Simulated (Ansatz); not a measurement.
# Debugging a many-body input for Ta3N5 (Cmcm)

A first try at the G0W0 gap of Ta3N5 (Cmcm), what the program said, and an input that works.

Calculated with Ansatz 0.2.0; G0W0 on r2SCAN, plane waves, PAW.

## (1) Set-up

The structure is orthorhombic, space group Cmcm (No. 63). The conventional cell has a = 3.886 Å, b = 10.212 Å, c = 10.262 Å, α = 90.00°, β = 90.00°, γ = 90.00°. Nearest to Ta lie 6 N at 2.04 to 2.14 Å. Nearest to Ta lie 6 N at 1.96 to 2.24 Å. N has 4 Ta at 2.06 to 2.22 Å nearest. Nearest to N lie 3 Ta at 1.96 to 2.04 Å. N has 4 Ta at 2.03 to 2.24 Å nearest. Farther neighbours and most contacts between anions are not listed.

Structure file:

```
Ta N
1.0
     1.94310   -5.10590    0.00000
     1.94310    5.10590    0.00000
     0.00000    0.00000   10.26240
Ta N
6 10
Direct
  0.80290 0.19710 0.25000
  0.19710 0.80290 0.75000
  0.86545 0.13455 0.55906
  0.13455 0.86545 0.05906
  0.13455 0.86545 0.44094
  0.86545 0.13455 0.94094
  0.23678 0.76322 0.25000
  0.76322 0.23678 0.75000
  0.95299 0.04701 0.11949
  0.04701 0.95299 0.61949
  0.04701 0.95299 0.88051
  0.95299 0.04701 0.38051
  0.69138 0.30862 0.07378
  0.30862 0.69138 0.57378
  0.30862 0.69138 0.92622
  0.69138 0.30862 0.42622
```

The cell and positions come from the Crystallography Open Database and are kept as given unless a step says otherwise. Spin-orbit coupling is left out unless a step names it. The default PAW set here is soft_2. Its files were made with PBE.

## (2) First try

The input, input.yaml:

```yaml
crystal:
  lattice:
    - [1.9431, -5.1059, 0.0]
    - [1.9431, 5.1059, 0.0]
    - [0.0, 0.0, 10.2624]
  atoms:
    - { symbol: Ta, position: [0.8029, 0.1971, 0.25] }
    - { symbol: Ta, position: [0.1971, 0.8029, 0.75] }
    - { symbol: Ta, position: [0.86545, 0.13455, 0.55906] }
    - { symbol: Ta, position: [0.13455, 0.86545, 0.05906] }
    - { symbol: Ta, position: [0.13455, 0.86545, 0.44094] }
    - { symbol: Ta, position: [0.86545, 0.13455, 0.94094] }
    - { symbol: "N", position: [0.23678, 0.76322, 0.25] }
    - { symbol: "N", position: [0.76322, 0.23678, 0.75] }
    - { symbol: "N", position: [0.95299, 0.04701, 0.11949] }
    - { symbol: "N", position: [0.04701, 0.95299, 0.61949] }
    - { symbol: "N", position: [0.04701, 0.95299, 0.88051] }
    - { symbol: "N", position: [0.95299, 0.04701, 0.38051] }
    - { symbol: "N", position: [0.69138, 0.30862, 0.07378] }
    - { symbol: "N", position: [0.30862, 0.69138, 0.57378] }
    - { symbol: "N", position: [0.30862, 0.69138, 0.92622] }
    - { symbol: "N", position: [0.69138, 0.30862, 0.42622] }
kpoints:
  mp_grid: { grid: [1, 1, 1] }
hamiltonian:
  xc: r2scan
scf:
  occupations: { method: fixed }
gw:
  n_empty_bands: 330
  ecut_chi: 80
  qp_bands: [v4, c4]
  qp_kpoints: band_edges
  screening: { model: contour_deformation }
```

Started as:

```console
$ ansatz run input.yaml --threads 3 --pin off --max-ram 92160MiB --backend cuda --events-out ev --progress --plain --runs-dir out --devices 1 --max-vram 13GiB
```

Numbers of over 12 decimals in the logs are rounded to 6 here.

The program printed:

```text
GPUs: using 1 of 1 available (devices: 1).
Engine: ansatz 0.2.0, x86_64-unknown-linux-gnu
Pseudopotentials: kind: paw
Pseudopotential: Ta, paw, valence charge 13, recommended cutoff 500 eV (meta_gga), Ta.paw.azcp
Pseudopotential: N, paw, valence charge 5, recommended cutoff 500 eV (meta_gga), N.paw.azcp
Functional definition: r2SCAN
  parameter k0 = 0.174
  parameter k1 = 0.065
  parameter a1 = 4.9479
  exchange = r2scan_x(k0 = k0, k1 = k1, a1 = a1)
  correlation = r2scan_c
device memory: the entry about to start is reckoned to put 2.1 GiB on a device that reports 52.0 GiB free (of which the cap on the GPU budget leaves the run 13.0 GiB)
GPU FFT provider: cuFFT
GPU libraries: cuBLAS 13.8.2, cuFFT 12.4.0, cuSOLVER 12.3.4
Crystal: 16 atoms, lattice volume = 203.632 Å³
Basis set: ecut = 500 eV, 5109 PW (Γ), exchange–correlation on 160×160×300 points (64 copies of the dense FFT grid, shifted against one another)
Bands: 80, of which v1, the nominal top of the filled ones, is band 64 counted from 1 (63 counted from 0)
Symmetry: 8 space group operations
Space group: Cmcm (ITA 63), of the structure as read, at distance tolerance 5.9e-5 Å
k-points: 1
Non-local potential: Ta, projectors of the file, l = 0: 3, l = 1: 2, l = 2: 2, l = 3: 1
Non-local potential: N, projectors of the file, l = 0: 2, l = 1: 2, l = 2: 1
PAW form: soft (Blöchl's): semilocal exchange-correlation on the pseudo side does not see the compensation charge
PAW frozen core: Ta, regenerated for the run's functional (the file was generated under x = pbe(κ = 0.804, μ = 0.219515), c = pbe(β = 0.066725))
PAW frozen core: N, regenerated for the run's functional (the file was generated under x = pbe(κ = 0.804, μ = 0.219515), c = pbe(β = 0.066725))
PAW one-centre angular grid: Ta, 590 points (default); XC on 160 Gauss nodes
PAW one-centre angular grid: N, 302 points (default); XC on 160 Gauss nodes
Initial density: superposition of atomic densities (neutral atoms: chi_scale 0, normalization atom), corrected by the library's trained network
Initial wavefunctions: pseudopotential atomic-orbital guess
GPU buffer pool allocated for 120000 grid points (all kernels)
GPU transforms: local potential and band sums: pruned to the plane-wave sphere, on 40×40×75
Functional: x = r2scan, c = r2scan; τ floored in thin density (d = 2e-4 eV/Å³)
SCF iter   1: F=—  HF=-63527.220167 eV  |F-HF|=—  |Δ(HF+E_count)|=         —  Δρ=4.08e-2  dr2=2.80e0  dr2_τ=2.05e0  ethr=1.77e-3  ⟨swp⟩=5.0  Hψ=286  notcnv=0  defer=13
preconditioner: auto → Resta (q_TF=auto, 2.525 Å⁻¹)  ε∞=6.3  [insulator: Δε(μ)=1.961 eV  Ē_g=10.067 eV  n_scr=56 (ndim 8)  ℏωp=23.3 eV  f_vac=0.062  ε∞_Penn≈6.3]
SCF iter   2: F=—  HF=-63526.850673 eV  |F-HF|=—  |Δ(HF+E_count)|=   3.69e-1  Δρ=2.01e-2  dr2=5.72e-1  dr2_τ=5.68e-2  ethr=1.77e-3  ⟨swp⟩=2.0  Hψ=123  notcnv=0  defer=14
SCF iter   3: F=—  HF=-63526.708172 eV  |F-HF|=—  |Δ(HF+E_count)|=   1.43e-1  Δρ=5.83e-3  dr2=7.52e-2  dr2_τ=1.23e-2  ethr=4.47e-4  ⟨swp⟩=2.0  Hψ=111  notcnv=0  defer=14
SCF iter   4: F=—  HF=-63526.697500 eV  |F-HF|=—  |Δ(HF+E_count)|=   1.07e-2  Δρ=1.75e-3  dr2=7.13e-3  dr2_τ=7.36e-4  ethr=5.88e-5  ⟨swp⟩=2.0  Hψ=113  notcnv=0  defer=14
SCF iter   5: F=—  HF=-63526.698204 eV  |F-HF|=—  |Δ(HF+E_count)|=   7.04e-4  Δρ=8.09e-4  dr2=1.62e-3  dr2_τ=2.26e-4  ethr=5.57e-6  ⟨swp⟩=2.0  Hψ=107  notcnv=0  defer=14
SCF iter   6: F=—  HF=-63526.698250 eV  |F-HF|=—  |Δ(HF+E_count)|=   4.57e-5  Δρ=2.35e-4  dr2=1.56e-4  dr2_τ=1.42e-5  ethr=1.27e-6  ⟨swp⟩=2.0  Hψ=111  notcnv=0  defer=14
SCF iter   7: F=—  HF=-63526.698284 eV  |F-HF|=—  |Δ(HF+E_count)|=   3.37e-5  Δρ=8.14e-5  dr2=1.90e-5  dr2_τ=2.10e-6  ethr=1.22e-7  ⟨swp⟩=2.0  Hψ=111  notcnv=0  defer=10
SCF iter   8: F=—  HF=-63526.698289 eV  |F-HF|=—  |Δ(HF+E_count)|=   5.25e-6  Δρ=1.93e-5  dr2=9.21e-7  dr2_τ=6.60e-8  ethr=1.48e-8  ⟨swp⟩=2.0  Hψ=116  notcnv=0  defer=10
SCF iter   9: F=—  HF=-63526.698289 eV  |F-HF|=—  |Δ(HF+E_count)|=   4.30e-7  Δρ=8.38e-6  dr2=1.51e-7  dr2_τ=1.88e-8  ethr=7.19e-10  ⟨swp⟩=2.0  Hψ=111  notcnv=0  defer=10
SCF iter  10: F=-63526.698289 eV  HF=-63526.698289 eV  |F-HF|=2.55e-8  |Δ(HF+E_count)|=   1.03e-8  Δρ=4.44e-6  dr2=4.44e-8  dr2_τ=7.71e-9  ethr=7.81e-11  ⟨swp⟩=12.0  Hψ=301  notcnv=0
SCF 1 converged in 10 iterations: F = -63526.698289 eV  dr2 = 4.44e-8
[...]
device memory: the entry about to start is reckoned to put 2.2 GiB on a device that reports 52.0 GiB free (of which the cap on the GPU budget leaves the run 13.0 GiB)
NSCF: frozen V_eff on 1 k-points
[...]
device memory: the entry about to start is reckoned to put 1.2 GiB on a device that reports 52.0 GiB free (of which the cap on the GPU budget leaves the run 13.0 GiB)
NSCF: frozen V_eff on 1 k-points
G₀W₀ screening: q 1/1
G₀W₀ self-energy: k 1/1
device memory: the entry about to start is reckoned to put 0.8 GiB on a device that reports 57.1 GiB free (of which the cap on the GPU budget leaves the run 13.0 GiB)
NSCF: frozen V_eff on 1 k-points
device memory: the entry about to start is reckoned to put 0.8 GiB on a device that reports 57.1 GiB free (of which the cap on the GPU budget leaves the run 13.0 GiB)
NSCF: frozen V_eff on 1 k-points
device memory: the entry about to start is reckoned to put 0.8 GiB on a device that reports 57.1 GiB free (of which the cap on the GPU budget leaves the run 13.0 GiB)
NSCF: frozen V_eff on 1 k-points
device memory: the entry about to start is reckoned to put 0.8 GiB on a device that reports 57.1 GiB free (of which the cap on the GPU budget leaves the run 13.0 GiB)
NSCF: frozen V_eff on 1 k-points
device memory: the entry about to start is reckoned to put 0.8 GiB on a device that reports 57.1 GiB free (of which the cap on the GPU budget leaves the run 13.0 GiB)
NSCF: frozen V_eff on 1 k-points
device memory: the entry about to start is reckoned to put 0.8 GiB on a device that reports 57.1 GiB free (of which the cap on the GPU budget leaves the run 13.0 GiB)
NSCF: frozen V_eff on 1 k-points
device memory: the entry about to start is reckoned to put 0.8 GiB on a device that reports 57.1 GiB free (of which the cap on the GPU budget leaves the run 13.0 GiB)
NSCF: frozen V_eff on 1 k-points
device memory: the entry about to start is reckoned to put 0.8 GiB on a device that reports 56.5 GiB free (of which the cap on the GPU budget leaves the run 13.0 GiB)
NSCF: frozen V_eff on 1 k-points
device memory: the entry about to start is reckoned to put 0.8 GiB on a device that reports 56.2 GiB free (of which the cap on the GPU budget leaves the run 13.0 GiB)
NSCF: frozen V_eff on 1 k-points
SCF converged after 10 iterations
Free energy (F): -63526.698289 eV
Harris-Foulkes:  -63526.698289 eV  (|F-HF|=2.55e-8)
Internal energy: -63526.698289 eV  (E = F + TS)
E sigma→0 (E₀):  -63526.698289 eV
Fermi energy:    11.995644 eV
--- Per-component energies (eV) ---
  E_band       = -1087.988699
  E_kinetic    = 3523.306727
  E_local      = -7484.274778  (includes V_loc(G=0)·N_el)
  E_nonlocal   = 533.752979
  E_hartree    = 2661.447217
  E_xc         = -1825.131847
  E_vxc        = -2177.327371  (∫ρ·V_xc dr)
  E_paw        = -51827.527360  (= ΣΔE_a)
  E_vpaw       = -920.763096  (= ΣTr[D̂ρ^β])
  E_aug_tail   = 0.000638  (compensation charges beyond the density's cutoff)
  E_vtau       = 114.423828  (kinetic-family band-sum trace: ∫τ·v_τ [+ j·A + Jᵃ·Aᵃ] dr)
  E_ewald      = -9103.438537
  E_core_change = -4.833327  (= ΣΔE_core)
  E_smearing   = -0.000000  (= −TS)
  E_closure    = 0.000000  (closes the sum)
  Σ components = -63526.698289   (vs F -63526.698289, Δ=0.00e0)
--- Band table (eV) ---
  k-point 0: bands = [... 60 lower, 11.0603, 11.4219, 11.6196, 11.9956, 13.5404, 13.8264, 14.3208, 14.5461, ... 12 higher]
--- G₀W₀: contour deformation, 7 samples at zero and on the imaginary axis and 1 off it, 1 q-point, 330 empty bands' worth ---
  eigenvalues of the whole cell's RPA ε∞ on this k-mesh (on a slab, of 1 + 4πα/V) = 12.3022, 12.6368, 25.6104; static W/v taken at q = 0 is 0.035182
  gw.qp_kpoints: band_edges: 1 of 1 stored k-point solved, in 1 pass; an edge of the gap read off the rows below is read off those points alone
    ik  band        ε_KS         Σx   Σc(E_QP)       V_xc       Z   E_QP_lin       E_QP  E_QP is
     0    61     11.0603   -22.2117     4.0298   -18.5020  0.7212    11.3774    11.3804  root
     0    62     11.4219   -22.5446     4.0873   -18.8208  0.7253    11.7816    11.7854  root
     0    63     11.6196   -23.2895     4.0028   -19.7216  0.7222    12.0495    12.0545  root
     0    64     11.9956   -22.2736     3.6298   -19.0770  0.7407    12.4242    12.4288  root
     0    65     13.5404   -12.6704    -5.2712   -18.3780  0.7497    13.9833    13.9767  root
     0    66     13.8264   -12.9088    -5.2767   -18.6746  0.7427    14.3241    14.3154  root
     0    67     14.3208   -13.0297    -5.0039   -18.5246  0.7557    14.8202    14.8118  root
     0    68     14.5461   -12.4733    -5.8305   -18.7511  0.7273    15.0029    14.9934  root
```

Wall time 11 s (1 × NVIDIA H100 80GB HBM3 (shared by 6 runs) with 3 threads of AMD EPYC 7R13 (Zen 3), shared host); peak memory 1.4 GiB; 15 s of CPU time.

**What went wrong?**

The run ended normally, though the input holds a fault or crude settings.

The fault: G0W0 on a mesh far too coarse. So few points can't sample the density or the screening, and the band edges may lie elsewhere in the zone.

It printed a gap of 1.55 eV, which is an artefact of the settings.

## (3) A better input

G0W0 replaces the xc potential by the self-energy, built once from these orbitals. Only a window of levels is corrected, while the sums run over the empty bands that the input names.

Changes to input.yaml since step 2:

```diff
@@ -23,3 +23,3 @@
 kpoints:
-  mp_grid: { grid: [1, 1, 1] }
+  mp_grid: { grid: [4, 4, 2] }
 hamiltonian:
@@ -29,4 +29,4 @@
 gw:
-  n_empty_bands: 330
-  ecut_chi: 80
+  n_empty_bands: 476
+  ecut_chi: 102
   qp_bands: [v4, c4]
```

The program printed:

```text
GPUs: using 1 of 1 available (devices: 1).
[...]
GPU FFT provider: cuFFT
GPU libraries: cuBLAS 13.8.2, cuFFT 12.4.0, cuSOLVER 12.3.4
Crystal: 16 atoms, lattice volume = 203.632 Å³
Basis set: ecut = 500 eV, 5109 PW (Γ), exchange–correlation on 160×160×300 points (64 copies of the dense FFT grid, shifted against one another)
Bands: 80, of which v1, the nominal top of the filled ones, is band 64 counted from 1 (63 counted from 0)
[... 1 set-up line as in the run before ...]
[...]
k-points: 14 of 32
[...]
GPU buffer pool allocated for 120000 grid points (all kernels)
[...]
SCF iter   1: F=—  HF=-63534.127564 eV  |F-HF|=—  |Δ(HF+E_count)|=         —  Δρ=1.31e-2  dr2=3.84e-1  dr2_τ=1.48e0  ethr=1.77e-3  ⟨swp⟩=5.0  Hψ=3961  notcnv=0  defer=183
[...]
0    61     10.8812   -21.2752     2.9977   -18.3941  0.7582    10.9977    10.9979  root
     0    62     11.1816   -21.6952     3.0466   -18.8222  0.7586    11.3546    11.3550  root
     0    63     11.4232   -22.5613     3.1044   -19.6687  0.7654    11.6344    11.6350  root
     0    64     11.7144   -21.5026     2.6668   -19.0567  0.7647    11.9346    11.9352  root
     0    65     13.5369   -13.2872    -4.6186   -18.3830  0.7866    14.0173    14.0141  root
     0    66     13.8303   -13.7054    -4.4976   -18.7172  0.7835    14.3484    14.3446  root
     0    67     14.2188   -13.5237    -4.5581   -18.6035  0.7833    14.7447    14.7406  root
     0    68     14.5584   -13.2366    -5.0858   -18.8393  0.7753    15.0800    15.0752  root
[...]
13    65     13.6557   -13.4783    -4.4779   -18.4430  0.7843    14.1458    14.1424  root
    13    66     13.6557   -13.4783    -4.4779   -18.4430  0.7843    14.1458    14.1424  root
    13    67     14.7747   -13.2426    -4.4328   -18.2378  0.7803    15.3420    15.3371  root
    13    68     14.7747   -13.2426    -4.4328   -18.2378  0.7803    15.3420    15.3371  root
[key lines of the parts left out:]
SCF converged after 8 iterations
Free energy (F): -63534.352776 eV
Fermi energy:    11.714369 eV
```

It took 38 s on 1 × NVIDIA H100 80GB HBM3 (shared by 6 runs) with 3 threads; peak memory 2.7 GiB.

This step gave:

```
bands summed                                 : 540
RPA ε∞ on this mesh (eigenvalues)            : 8.987, 9.066, 10.49
plane waves in the screening matrix          : 475
q-points in the mesh                         : 32
G0W0 gap on the mesh                         : 1.814 eV
k of the valence top                         : 0, 0, 0
k of the conduction bottom                   : -0.5, -0.5, 0
starting gap on the mesh                     : 1.593 eV
Z at the valence top                         : 0.7647
Z at the conduction bottom                   : 0.7895
least direct G0W0 gap on the computed points : 2.051 eV
```

The gap on the mesh goes from 1.59 eV to 1.81 eV, a correction of +0.22 eV. Between the two edge states, bare exchange in place of the xc potential would open the gap by 7.48 eV, and correlation takes back 7.26 eV.

## (4) Outcome

| Item | Value |
| --- | --- |
| first try | converged after 11 s |
| better run | G0W0 gap on the mesh 1.81 eV (4×4×2 mesh, 476 empty bands, screening to 102 eV) |

What this shows: The second run differs in: mesh, empty bands and screening cutoff (eV). Bands and cutoff are finite, so the gap is not at the basis limit. The miss can reach some tenths of an eV and take either sign; the mesh is an error of its own. The many-body steps are scalar-relativistic: spin-orbit coupling is not in them.

[Paths, hosts, dates, memory and timing lines, banners, echoed tables and standing remarks are left out of the program output.]

[Logs are printed without paths, hosts, clocks, repeated set-up lines and the standing remarks that a program may print on its own settings, such as how far it seeks lower states.]

[Runs of the session that timed out or met a known fault of the program may be left out.]

[Cells called generated may have been cut or substituted from an entry of the Crystallography Open Database or the Materials Project.]

[Hosts, paths, dates, database ids (printed as entryN), source tags and the programs' standing remarks are cut or masked in the printed files.]
